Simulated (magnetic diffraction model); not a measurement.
## TmCr4GaCo: what an assumed order does to the neutron pattern

Space group P4/mmm (no. 123), a = 3.8510 Å, c = 6.3140 Å.

```
site  atom    x    y       z
  1a    Tm    0    0       0
  1c    Ga  1/2  1/2       0
  1b    Co    0    0     1/2
  4i    Cr  1/2    0  0.6939
```

The compound is invented for this exercise: a known structure type with other elements, its cell scaled to their sizes and not relaxed.

Only Tm is taken to order (form factors of Tm3+); orders and moment sizes are assumed, and not adapted to the symmetry. Radiation: neutrons of λ = 2.52 Å, 5° to 80°; isotropic B of 0.22 Å² (Tm), 0.39 Å² (Ga), 0.34 Å² (Co) and 0.33 Å² (Cr). Simulated constant-wavelength pattern: nuclear and magnetic terms add, the magnetic one as |2.695 fm × Σ f S⊥ exp(2πi Q·r) exp(−B s²)|², summed over all Q at one angle with the factor 1/(sin²θ cos θ). For collinear order S is the moment m, which repeats by lattice and centring translations R with the sign exp(−2πi k·R). Free-ion form factors, Sears's scattering lengths of 1992, no absorption; a label names one of the reflections at its angle. The strongest nuclear line in the range is 100, and lines under 0.2 are left out.

Assume the order k = (0 0 0), collinear moments along [110], 3.05 μB on Tm.

Predict the pattern, nuclear and magnetic parts apart.

```tsv
2θ (°)	index	nuclear	magnetic
23.02	(0 0 1)	11.8	16.2
38.20	(1 0 0)	1.0	5.8
45.07	(1 0 1)	2.0	10.5
47.05	(0 0 2)	2.2	3.8
55.12	(1 1 0)	0.6	2.7
60.52	(1 1 1)	49.9	5.2
62.14	(1 0 2)	0.9	6.9
73.55	(0 0 3)	19.9	1.6
75.33	(1 1 2)	100.0	4.2
```

The strongest magnetic line in the range is (0 0 1) at 23.02° (16.2). On top of the Lorentz factor, which all lines share, magnetic lines fade with angle because f falls: for Tm3+ it is 0.97, 0.87, 0.75 and 0.49 at sin θ/λ = 0.1, 0.2, 0.3 and 0.5 Å⁻¹, while nuclear lengths stay constant. The net moment is 3.05 μB a primitive cell.

[Logs are printed without paths, hosts, clocks, repeated set-up lines and the standing remarks that a program may print on its own settings, such as how far it seeks lower states.]
